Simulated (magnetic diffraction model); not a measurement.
# Magnetic neutron pattern of ErSnGeOs

Space group Cmcm (no. 63), a = 4.2520 Å, b = 17.4920 Å, c = 4.4400 Å.

```csv
site,atom,x,y,z
4c,Os,0,0.6825,3/4
4c,Er,0,0.8880,3/4
4c,Sn,0,0.5397,3/4
4c,Ge,1/2,0.7551,3/4
```

The compound is invented for this exercise: a known structure type with other elements, its cell scaled to their sizes and not relaxed.

Only Er is taken to order (form factors of Er3+); orders and moment sizes are assumed, and not adapted to the symmetry. Radiation: neutrons of λ = 1.8 Å, 1.5° to 65°; isotropic B of 0.09 Å² (Os), 0.12 Å² (Er), 0.1 Å² (Sn) and 0.13 Å² (Ge). The intensities are simulated: I ∝ L Σ (|F_N|² + |F_M⊥|²) for unpolarised neutrons, with F_M = 2.695 fm/μB × Σ f(s) S exp(2πi Q·r) exp(−B s²) at Q = H ± k (one set where k and −k are equivalent), only the part normal to Q counting and L = 1/(sin²θ cos θ). For a modulated order the moment at position r is S exp(−2πi k·r) + c.c., with S = m/2 for a sine wave of amplitude m and S = m(u + iv)/2 for moments turning in a plane, u and v being orthogonal unit vectors in it; the phase factor of the sum at Q = H + k is then exp(2πi H·r). Form factors are spin-only for 3d ions and dipole or tabulated for f ions, scattering lengths are Sears's of 1992, and absorption is left out. A label names one of the reflections at its angle. The strongest nuclear line in the range is 100, and lines under 0.2 are left out.

Assume the order k = (0 0 1/4), a sine wave with moments along [010] (amplitudes given), 5 μB on Er; signs + at (0, 0.8880, 3/4), + at (1/2, 0.6120, 1/4).

Q: Where does magnetic intensity appear, and how strong is it?

```tsv
2θ (°)	index	nuclear	magnetic
5.81	(0 0 1/4)	0.0	181.2
11.81	(0 2 0)	70.8	0.0
13.17	(0 2 1/4)	0.0	0.4
21.16	(0 2 3/4)	0.0	17.4
23.75	(0 4 0)	1.9	0.0
24.47	(0 4 1/4)	0.0	1.0
25.16	(1 1 0)	10.1	0.0
25.85	(1 1 1/4)	0.0	18.7
26.28	(0 2 1)	3.2	0.0
29.65	(0 4 3/4)	0.0	0.5
30.37	(1 3 0)	1.9	0.0
30.81	(1 1 3/4)	0.0	9.4
30.95	(1 3 1/4)	0.0	4.0
31.74	(0 2 5/4)	0.0	9.1
33.58	(0 4 1)	12.0	0.0
34.62	(1 1 1)	32.2	0.0
35.26	(1 3 3/4)	0.0	9.4
35.96	(0 6 0)	0.6	0.0
38.10	(0 4 5/4)	0.0	0.5
38.69	(1 3 1)	100.0	0.0
38.92	(1 5 0)	75.5	0.0
39.04	(1 1 5/4)	0.0	5.6
39.39	(1 5 1/4)	0.0	4.8
40.26	(0 6 3/4)	0.0	1.0
41.55	(0 0 7/4)	0.0	3.0
42.75	(1 3 5/4)	0.0	6.7
42.96	(1 5 3/4)	0.0	0.8
43.35	(0 6 1)	49.5	0.0
45.91	(1 5 1)	32.9	0.0
47.08	(0 6 5/4)	0.0	1.4
47.83	(0 0 2)	73.4	0.0
48.42	(0 4 7/4)	0.0	2.8
49.20	(1 1 7/4)	0.0	4.6
49.39	(1 7 0)	5.3	0.0
49.45	(0 2 2)	9.3	0.0
49.49	(1 5 5/4)	0.0	0.7
50.09	(2 0 0)	67.9	0.0
50.47	(2 0 1/4)	0.0	3.8
51.65	(2 2 0)	8.6	0.0
52.33	(1 3 7/4)	0.0	1.6
52.79	(1 7 3/4)	0.0	2.2
54.09	(0 4 2)	0.8	0.0
54.27	(0 0 9/4)	0.0	1.6
54.62	(0 8 1)	24.9	0.0
54.80	(1 1 2)	4.9	0.0
54.96	(2 2 3/4)	0.0	5.7
55.34	(1 7 1)	61.8	0.0
56.10	(0 6 7/4)	0.0	0.4
```
(The table stops after 48 lines; 21 more lie at higher angle.)

The strongest magnetic line in the range is (0 0 1/4) at 5.81° (181.2). On top of the Lorentz factor, which all lines share, magnetic lines fade with angle because f falls: for Er3+ it is 0.96, 0.86, 0.73 and 0.47 at sin θ/λ = 0.1, 0.2, 0.3 and 0.5 Å⁻¹, while nuclear lengths stay constant. The order has no net moment.

[Logs are printed without paths, hosts, clocks, repeated set-up lines and the standing remarks that a program may print on its own settings, such as how far it seeks lower states.]
